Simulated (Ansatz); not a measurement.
# Elastic response of CdH8C4O6 (P2_1/c) (152 atoms): runs compared

How stiff is CdH8C4O6 (P2_1/c) (152 atoms), and how do its levels respond to strain?

Computed with Ansatz 0.2.0: Kohn-Sham DFT, PBE+D3(BJ), PAW (set soft_2), plane waves.

### 1. The cell as built

The cell holds 152 atoms: 8 Cd, 64 H, 32 C and 48 O. Cell: a = 15.426 Å, b = 12.231 Å, c = 8.056 Å, α = 90.0°, β = 94.7°, γ = 90.0°. It derives from CdH8C4O6 (P2_1/c), repeated 2×1×1. CdH8C4O6, space group P2_1/c, structure from the Crystallography Open Database, 2 x 1 x 1 conventional cells; every coordinate displaced by a Gaussian of 0.01 Å; bonds to H set to neutron lengths (C-H 1.089, N-H 1.015, O-H 0.983, B-H 1.19 Å) where the listed ones are shorter.

Limits known from the start: Sampling is at Γ alone.

### 2. The reference run

The reference is a single point at the end of the relaxation.

Every strained cell starts from the geometry of this run, and its atoms are relaxed with the cell held.

Its input, with most atom lines left out:

```yaml
crystal:
  lattice:
    - [15.27655, 0.00034, 0.50054]
    - [0.00027, 12.21194, -0.0006]
    - [-0.39457, -0.00041, 8.18119]
  atoms:
    - { symbol: Cd, position: [0.08638, 0.5883, 0.08026] }
    - { symbol: Cd, position: [0.41351, 0.08829, 0.41965] }
    - { symbol: Cd, position: [0.41355, 0.41178, 0.91947] }
    - { symbol: Cd, position: [0.08636, 0.91182, 0.58044] }
    - { symbol: H, position: [0.32066, 0.61843, 0.45621] }
    - { symbol: H, position: [0.17933, 0.11844, 0.04359] }
    - { symbol: H, position: [0.17983, 0.38115, 0.54269] }
    [... atom lines 8 to 152 left out ...]
kpoints:
  mp_grid: { grid: [1, 1, 1] }
hamiltonian:
  xc: pbe
  dispersion: d3bj
scf:
  occupations: { method: fixed }
output:
  forces: true
  stress: true
  populations: true
  dos:
    method: { smearing: { sigma: 0.1 } }
    de: 0.1
    projected: { site_lists: { C: [C], Cd: [Cd], H: [H], O: [O] } }
  eigenvalues: true
  write_density: true
  write_potential: true
  volumetric_format: npy
  elf: true
```

- free energy per atom: -673.2598 eV/atom
- r.m.s. force component: 0.0089 eV/Å
- pressure: 0.008563 GPa

Filled and empty levels are parted by 4.35 eV at Γ alone; the mesh holds the band edges only if they fold onto it, so the gap at this level can be narrower or closed, while semilocal functionals tend to narrow gaps against experiment.

### 3. The runs

Each row is one run, on 4 threads of Arm Neoverse V1, shared host. The free energy is the program's total, comparable only between runs with the same functional, potentials and atoms.

```csv
run,atoms,outcome,"ionic steps, all passes",free energy (eV),time,host memory (GiB)
Single point at the start,152,converged,-,-102332.828,20 s,2.0
Cell and atoms relaxed,152,converged,17,-102335.488,5.1 min,2.1
Single point at the relaxed geometry,152,converged,-,-102335.487,36 s,2.3
Volume -3 %,152,converged,5,-102335.405,2.2 min,2.2
Volume +3 %,152,converged,6,-102335.413,2.7 min,2.3
Volume -6 %,152,converged,6,-102335.141,2.6 min,2.1
Volume +6 %,152,converged,6,-102335.176,2.7 min,2.4
Volume -10 %,152,converged,16,-102334.606,6.1 min,2.1
Stretched by 1 % along x,152,converged,6,-102335.465,2.4 min,2.3
Compressed by 1 % along x,152,converged,6,-102335.463,2.4 min,2.3
Sheared by 2 % in xy,152,converged,6,-102335.458,2.5 min,2.3
```

In some runs the program notes that the SCF threshold is loose for the stress.

### 4. Pressure against volume

Atoms are relaxed at each volume, in the scaled cell.

```csv
volume change (%),volume (Å³/atom),energy change (meV/atom),pressure (GPa),largest move on relaxing (Å),bonds,gap (eV)
-10,9.051,5.80,2.09,1.06,168,4.33
-6,9.454,2.28,1.16,0.40,168,4.43
-3,9.755,0.54,0.59,0.14,168,4.40
+0,10.057,0.00,0.01,-,168,4.35
+3,10.359,0.49,-0.55,0.12,168,4.28
+6,10.660,2.05,-1.09,0.22,168,4.21
```

### 5. Uniaxial strain and shear

Stress (GPa, compression positive) less that of the relaxed cell, atoms relaxed:

```csv
strain,xx,yy,zz,xy,energy change (meV/atom)
stretched by 1 % along x,-0.516,-0.103,-0.163,0.000,0.15
compressed by 1 % along x,0.533,0.132,0.138,0.000,0.16
sheared by 2 % in xy,0.011,0.027,-0.004,-0.306,0.20
```

### 6. Findings

The bulk modulus, from the slope of pressure against ln V over the three points nearest the relaxed volume, is 18.9 GPa; between neighbouring points the slope runs 21, 18, 19, 19 and 19 GPa from the smallest volume up, without a steady fall, so no pressure derivative is given. At -10 % some atom moved by over 0.5 Å on relaxing, so that point may sit in another local minimum. The gap goes from 4.33 eV at the smallest volume to 4.21 eV at the largest, not monotonically (lowest 4.21, highest 4.43 eV), on the run's k-points. In the Cartesian axes of the cell, finite differences give C11 = 52.4, C12 = 11.7, C13 = 15.1 and C66 = 15.3 GPa (the shear of 2 % is the engineering strain, εxy = 0.01).

Caveats: Strains are finite and relaxations stop at the force tolerance of the input, which can leave moduli too stiff; they are those of a static cell at zero temperature. Volumes are changed with the cell's shape held, so in an anisotropic solid the modulus lies over the one under free hydrostatic load. The program notes that the SCF threshold of the relaxations is loose for the stress.

The DFT runs together took 29 min of wall time.

[Logs are printed without paths, hosts, clocks, repeated set-up lines and the standing remarks that a program may print on its own settings, such as how far it seeks lower states.]

[Hosts, paths, dates, database ids (printed as entryN), source tags and the programs' standing remarks are cut or masked in the printed files.]
